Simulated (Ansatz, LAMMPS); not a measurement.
# Relaxing amorphous 76HfO2-24La2O3 (mol %) (87 atoms)

Wanted: the relaxed structure of amorphous 76HfO2-24La2O3 (mol %) (87 atoms) and its electronic structure.

Program: Ansatz 0.2.0. Level of theory: Kohn-Sham DFT, PBE, PAW (set soft_2), plane waves. Results are calculated unless marked as measured.

Most raw output is cut from this account.

### Step 1. Set-up

The cell holds 87 atoms: 19 Hf, 12 La and 56 O. Cell: a = 11.054 Å, b = 11.054 Å, c = 11.054 Å, α = 90.0°, β = 90.0°, γ = 90.0°. 87 atoms (19 Zr, 12 Nd, 56 O) placed at random at 5.36 g/cm³, melted at 5000 K for 10 ps at fixed volume with the Morse and Coulomb pair potential with partial charges (Pedone, Malavasi, Menziani, Cormack and Segre, J. Phys. Chem. B 110, 11780 (2006)). Quenched from 5000 K to 300 K at 50 K/ps and fixed volume, held 5 ps, then minimised at fixed cell. Then Zr was replaced by Hf, Nd was replaced by La (the potential has no terms for the new elements, so the cell is a start for a DFT relaxation).

Limits known from the start: The quench rate of 50 K/ps far exceeds what a furnace or splat quench reaches, so expect more defects and frozen-in strain than in a real sample. The starting topology of bonds comes from the classical model. Only the Γ point is sampled in the main run, in a cell whose shortest periodic width is 11 Å. Spin–orbit coupling is left out, which matters for the levels of the heavy elements.

### Step 2. How the cell was made

A classical potential supplies the starting structure, since it reaches far longer times than DFT.

This step: classical MD, Morse and Coulomb pair potential with partial charges (Pedone, Malavasi, Menziani, Cormack and Segre, J. Phys. Chem. B 110, 11780 (2006)) (LAMMPS 22 Jul 2025 - Update 4).

File in.lmp:

```
# melt-quench of Zr19Nd12O56
units metal
atom_style charge
boundary p p p
region box block 0 11.0542 0 11.0542 0 11.0542
create_box 3 box
mass 1 91.2240   # Zr
mass 2 144.2420   # Nd
mass 3 15.9990   # O
create_atoms 1 random 19 40971 NULL overlap 1.5 maxtry 2000
create_atoms 2 random 12 40978 NULL overlap 1.5 maxtry 2000
create_atoms 3 random 56 40985 NULL overlap 1.5 maxtry 2000
pair_style hybrid/overlay pedone 5.5 coul/long 8.0
pair_coeff * * coul/long
pair_coeff 1 3 pedone 0.206237 2.479675 2.436997 1   # Zr-O
pair_coeff 2 3 pedone 0.014580 1.825100 3.398717 3   # Nd-O
pair_coeff 3 3 pedone 0.042395 1.379316 3.618701 22   # O-O
set type 1 charge 2.4
set type 2 charge 1.8
set type 3 charge -1.2
kspace_style pppm 1.0e-4
neigh_modify delay 0 every 1 check yes
thermo_style custom step time temp pe press density
thermo_modify norm yes
timestep 0.002
thermo 100
min_style cg
minimize 1e-4 1e-4 200 2000
reset_timestep 0
velocity all create 5000 40972 mom yes dist gaussian
fix lim all nve/limit 0.05
fix lan all langevin 5000 5000 0.2 40973 zero yes
thermo 500
run 1000 post no
# [... 10 lines left out ...]
thermo 1250
fix md all nvt temp 300 300 0.2
run 2500 post no
unfix md
thermo 100
min_style cg
minimize 0 1e-3 2000 20000
write_dump all custom glass.dump id type xs ys zs modify sort id
```

Launch:

```console
$ lmp -in in.lmp -log none -nocite
```

Run time: 22 s. Hardware: 1 thread of Arm Neoverse V1, shared host; peak memory 0.072 GiB.

### Step 3. Single point at the start

A single point comes first, to see the forces before anything moves.

File input.yaml:

```yaml
crystal:
  lattice:
    - [11.0542, 0.0, 0.0]
    - [0.0, 11.0542, 0.0]
    - [0.0, 0.0, 11.0542]
  atoms:
    - { symbol: Hf, position: [0.77814, 0.17082, 0.34326] }
    - { symbol: Hf, position: [0.47132, 0.98029, 0.54297] }
    - { symbol: Hf, position: [0.58886, 0.47441, 0.57436] }
    - { symbol: Hf, position: [0.09359, 0.32809, 0.33879] }
    - { symbol: Hf, position: [0.58128, 0.34114, 0.11719] }
    - { symbol: Hf, position: [0.88926, 0.50793, 0.58553] }
    - { symbol: Hf, position: [0.27268, 0.15707, 0.07813] }
    - { symbol: Hf, position: [0.79779, 0.85879, 0.16819] }
[... 75 atom lines left out ...]
    - { symbol: O, position: [0.02034, 0.53843, 0.73132] }
    - { symbol: O, position: [0.44071, 0.35949, 0.5388] }
    - { symbol: O, position: [0.14581, 0.1839, 0.21754] }
    - { symbol: O, position: [0.01577, 0.06109, 0.69322] }
kpoints:
  mp_grid: { grid: [1, 1, 1] }
hamiltonian:
  xc: pbe
scf:
  occupations: { method: fermi_dirac, width: 0.025 }
output:
  forces: true
```

Launch:

```console
$ ansatz run input.yaml --threads 4 --pin off --max-ram 8192MiB --backend cpu --events-out ev --progress --plain --runs-dir out
```

Run time: 29 s. Hardware: 4 threads of Arm Neoverse V1, shared host; peak memory 2.2 GiB; 1.9 min of CPU time.

Read from the output:

```
free energy            : -405634.4850 eV
free energy per atom   : -4662.4653 eV/atom
SCF cycles             : 11
r.m.s. force component : 0.3514 eV/Å
longest force          : 1.599 eV/Å
Fermi energy           : 11.44 eV
```

The r.m.s. force component of 0.35 eV/Å sets the starting point.

Neighbours are counted within 2.82 Å (O-Hf), 3.19 Å (O-La).

Length of the force by element and coordination:

| element | coordination | atoms | mean length of the force (eV/Å) | spread | least | most |
| --- | --- | --- | --- | --- | --- | --- |
| Hf | all | 19 | 0.803 | 0.391 | 0.265 | 1.60 |
| Hf | 5 | 3 | 1.15 | 0.312 | 0.864 | 1.58 |
| Hf | 6 | 16 | 0.738 | 0.370 | 0.265 | 1.60 |
| La | all | 12 | 0.554 | 0.204 | 0.210 | 0.949 |
| La | 5 | 2 | 0.312 | 0.102 | 0.210 | 0.414 |
| La | 6 | 5 | 0.545 | 0.151 | 0.357 | 0.773 |
| La | 7 | 5 | 0.661 | 0.197 | 0.389 | 0.949 |
| O | all | 56 | 0.448 | 0.171 | 0.137 | 0.973 |
| O | 2 | 1 | 0.237 | 0 | 0.237 | 0.237 |
| O | 3 | 36 | 0.448 | 0.186 | 0.137 | 0.973 |
| O | 4 | 19 | 0.460 | 0.135 | 0.280 | 0.744 |

### Step 4. Cell and atoms relaxed

The cell is relaxed with the atoms, since the starting lattice needn't suit this functional.

input.yaml, as its differences from that of step 3:

```diff
@@ -15 +15,5 @@
   forces: true
+relax:
+  f_tol: 0.04
+  max_steps: 250
+  cell: {}
```

Elapsed: 9.3 min, on 4 threads; peak memory 2.3 GiB; 37 min of CPU time.

The steps of the relaxation:

| step | energy less that of the first step (eV) | largest force component (eV/Å) | pressure (GPa) | volume (Å³) |
| --- | --- | --- | --- | --- |
| 1 | 0.0000 | 1.2456 | -4.00 | 1350.77 |
| 2 | -1.7989 | 1.6196 | 2.33 | 1284.22 |
| 3 | -2.4823 | 0.4914 | 0.53 | 1299.24 |
| 4 | -2.9254 | 0.2403 | -0.15 | 1295.62 |
| 5 | -3.0675 | 0.1690 | 0.11 | 1295.85 |
| 6 | -3.1452 | 0.3274 | -0.10 | 1292.70 |
| 7 | -3.3088 | 0.2393 | 0.03 | 1289.98 |
| 8 | -3.4297 | 0.2454 | -0.05 | 1289.34 |
| 9 | -3.5760 | 0.2769 | 0.02 | 1287.28 |
| 10 | -3.7262 | 0.2439 | 0.02 | 1286.82 |
| 11 | -3.8635 | 0.1569 | 0.02 | 1286.43 |
| 12 | -3.8998 | 0.2088 | 0.06 | 1286.44 |
| 13 | -3.8283 | 0.7045 | -0.09 | 1287.22 |
| 14 | -3.9382 | 0.0615 | 0.04 | 1286.55 |
| 15 | -3.9425 | 0.0189 | 0.01 | 1286.68 |
| 16* | -3.8302 | 0.0191 | -0.16 | 1286.68 |
| 17 | -3.8405 | 0.0255 | -0.02 | 1284.87 |
| 18* | -3.8339 | 0.0256 | -0.03 | 1284.87 |

Relaxation steps marked * repeat the geometry before them on a plane-wave basis chosen anew for their cell, so energy and pressure can jump there. Relaxation step 13 was tried and not accepted.

| cell as run | before | after | change |
| --- | --- | --- | --- |
| a (Å) | 11.054 | 11.032 | -0.2 % |
| b (Å) | 11.054 | 10.586 | -4.2 % |
| c (Å) | 11.054 | 11.031 | -0.2 % |
| α (°) | 90.00 | 89.43 | -0.6 % |
| β (°) | 90.00 | 91.45 | +1.6 % |
| γ (°) | 90.00 | 86.17 | -4.3 % |
| volume (Å³/atom) | 15.53 | 14.77 | -4.9 % |

The atoms that moved most (Å, as changes of fractional coordinates times the final cell):

| atom | dx | dy | dz | length |
| --- | --- | --- | --- | --- |
| La22 | 0.852 | 0.910 | 0.416 | 1.314 |
| O43 | -0.671 | 0.213 | 0.766 | 1.040 |
| O66 | 0.326 | 0.864 | 0.095 | 0.928 |
| O42 | 0.326 | 0.565 | 0.448 | 0.792 |
| O73 | -0.504 | 0.309 | -0.241 | 0.638 |
| O56 | 0.494 | -0.050 | 0.352 | 0.609 |
| O75 | 0.272 | 0.389 | -0.313 | 0.569 |
| O41 | 0.456 | -0.339 | -0.013 | 0.569 |

The relaxation changed the energy by -44.1 meV/atom, and atoms moved by 0.37 Å r.m.s., 1.3 Å at most.

### Step 5. Distances and neighbours after relaxation

Bonds before and after, by the cutoffs listed below:

| pair | bonds before | bonds after | mean before (Å) | mean after (Å) | spread before (Å) | spread after (Å) |
| --- | --- | --- | --- | --- | --- | --- |
| O-Hf | 111 | 115 | 2.122 | 2.125 | 0.051 | 0.109 |
| O-La | 75 | 85 | 2.549 | 2.570 | 0.222 | 0.230 |

Density 7.70 g/cm³, 14.77 Å³ an atom.

g(r), total and by pair (bins of 0.2 Å):

| r (Å) | total | O-O | O-Hf | O-La | Hf-Hf | Hf-La | La-La |
| --- | --- | --- | --- | --- | --- | --- | --- |
| 1.90 | 0.17 | 0.00 | 0.61 | 0.00 | 0.00 | 0.00 | 0.00 |
| 2.10 | 2.84 | 0.00 | 10.11 | 0.00 | 0.00 | 0.00 | 0.00 |
| 2.30 | 0.97 | 0.00 | 1.40 | 3.22 | 0.00 | 0.00 | 0.00 |
| 2.50 | 0.84 | 0.40 | 0.08 | 3.69 | 0.00 | 0.00 | 0.00 |
| 2.70 | 1.12 | 1.73 | 0.14 | 2.00 | 0.00 | 0.00 | 0.00 |
| 2.90 | 1.27 | 2.88 | 0.00 | 0.45 | 0.00 | 0.00 | 0.00 |
| 3.10 | 1.02 | 2.02 | 0.10 | 0.65 | 0.85 | 0.00 | 0.00 |
| 3.30 | 0.84 | 1.41 | 0.27 | 0.14 | 3.13 | 0.20 | 0.00 |
| 3.50 | 0.73 | 0.70 | 0.39 | 0.44 | 0.94 | 3.44 | 0.00 |
| 3.70 | 0.91 | 0.55 | 0.67 | 0.45 | 2.86 | 3.13 | 4.71 |
| 3.90 | 0.99 | 0.75 | 0.91 | 0.70 | 2.06 | 2.51 | 2.73 |
| 4.10 | 1.21 | 1.10 | 1.29 | 0.90 | 2.21 | 1.62 | 1.27 |
| 4.30 | 0.96 | 0.78 | 1.25 | 1.03 | 0.32 | 1.34 | 0.40 |
| 4.50 | 0.96 | 0.76 | 1.42 | 0.98 | 0.42 | 0.11 | 2.48 |
| 4.70 | 1.07 | 0.71 | 1.53 | 1.56 | 0.26 | 0.70 | 0.65 |
| 4.90 | 1.08 | 0.85 | 1.61 | 1.27 | 0.35 | 0.37 | 0.57 |
| 5.10 | 0.92 | 0.90 | 0.93 | 1.28 | 0.54 | 0.43 | 0.54 |

Bonds by pair of elements; cutoffs follow the first minimum of g(r), held within bounds set by covalent radii, and pairs that aren't listed don't count as bonded:

| pair A-B | cutoff (Å) | bonds | mean length (Å) | spread (Å) | shortest (Å) | B about A | A about B |
| --- | --- | --- | --- | --- | --- | --- | --- |
| O-Hf | 2.82 | 115 | 2.12 | 0.109 | 1.96 | 2.05 | 6.05 |
| O-La | 3.19 | 85 | 2.57 | 0.23 | 2.25 | 1.52 | 7.08 |

How many atoms have how many bonded neighbours:

| element | mean | 3 | 4 | 5 | 6 | 7 | 8 | 9 |
| --- | --- | --- | --- | --- | --- | --- | --- | --- |
| Hf | 6.05 | 0 | 0 | 2 | 14 | 3 | 0 | 0 |
| La | 7.08 | 0 | 0 | 0 | 3 | 6 | 2 | 1 |
| O | 3.57 | 24 | 32 | 0 | 0 | 0 | 0 | 0 |

Bond angles, per cent of each kind in bins of 5°:

| angle (°) | O-Hf-O | Hf-O-La | Hf-O-Hf | La-O-La |
| --- | --- | --- | --- | --- |
| 60–65 | 0.7 | 0.0 | 0.0 | 0.0 |
| 65–70 | 0.3 | 0.0 | 0.0 | 0.0 |
| 70–75 | 7.2 | 0.0 | 0.0 | 0.0 |
| 75–80 | 8.9 | 1.5 | 0.0 | 2.0 |
| 80–85 | 12.3 | 0.7 | 1.2 | 4.1 |
| 85–90 | 14.0 | 6.7 | 1.2 | 4.1 |
| 90–95 | 11.6 | 11.1 | 10.0 | 12.2 |
| 95–100 | 8.5 | 9.6 | 11.3 | 24.5 |
| 100–105 | 4.8 | 21.5 | 18.8 | 16.3 |
| 105–110 | 5.1 | 10.4 | 3.8 | 8.2 |
| 110–115 | 2.4 | 9.6 | 3.8 | 2.0 |
| 115–120 | 1.0 | 5.9 | 3.8 | 4.1 |
| 120–125 | 1.0 | 5.2 | 8.8 | 4.1 |
| 125–130 | 1.7 | 6.7 | 11.3 | 6.1 |
| 130–135 | 0.0 | 3.0 | 5.0 | 4.1 |
| 135–140 | 1.4 | 3.7 | 2.5 | 4.1 |
| 140–145 | 2.4 | 2.2 | 3.8 | 4.1 |
| 145–150 | 1.4 | 2.2 | 5.0 | 0.0 |
| 150–155 | 2.7 | 0.0 | 6.2 | 0.0 |
| 155–160 | 2.1 | 0.0 | 2.5 | 0.0 |
| 160–165 | 4.4 | 0.0 | 0.0 | 0.0 |
| 165–170 | 2.7 | 0.0 | 1.2 | 0.0 |
| 170–175 | 2.4 | 0.0 | 0.0 | 0.0 |
| 175–180 | 1.0 | 0.0 | 0.0 | 0.0 |

Bond angles (no mean is given where the spread exceeds 20°):

| angle | count | mean (°) | spread (°) |
| --- | --- | --- | --- |
| O-Hf-O | 293 | - | - |
| Hf-O-La | 135 | 108 | 15.4 |
| Hf-O-Hf | 80 | - | - |
| La-O-La | 49 | 106 | 16.1 |

Bond length by coordination (bonds to H left out):

| element | coordination | atoms | mean bond length (Å) |
| --- | --- | --- | --- |
| Hf | 5 | 2 | 2.06 |
| Hf | 6 | 14 | 2.12 |
| Hf | 7 | 3 | 2.19 |
| La | 6 | 3 | 2.44 |
| La | 7 | 6 | 2.57 |
| La | 8 | 2 | 2.63 |
| La | 9 | 1 | 2.69 |
| O | 3 | 24 | 2.18 |
| O | 4 | 32 | 2.39 |

First main peaks of g(r), for some of the pairs, lie near 2.9 Å (O-O), 2.1 Å (O-Hf), 2.4 Å (O-La), 3.6 Å (Hf-La) and 3.7 Å (La-La). With the cutoffs above, 74 % of Hf atoms have 6, 50 % of La atoms have 7 and 57 % of O atoms have 4 bonded neighbours.

(Continued in part 2 of 2.)

[Logs are printed without paths, hosts, clocks, repeated set-up lines and the standing remarks that a program may print on its own settings, such as how far it seeks lower states.]

[Hosts, paths, dates, database ids (printed as entryN), source tags and the programs' standing remarks are cut or masked in the printed files.]
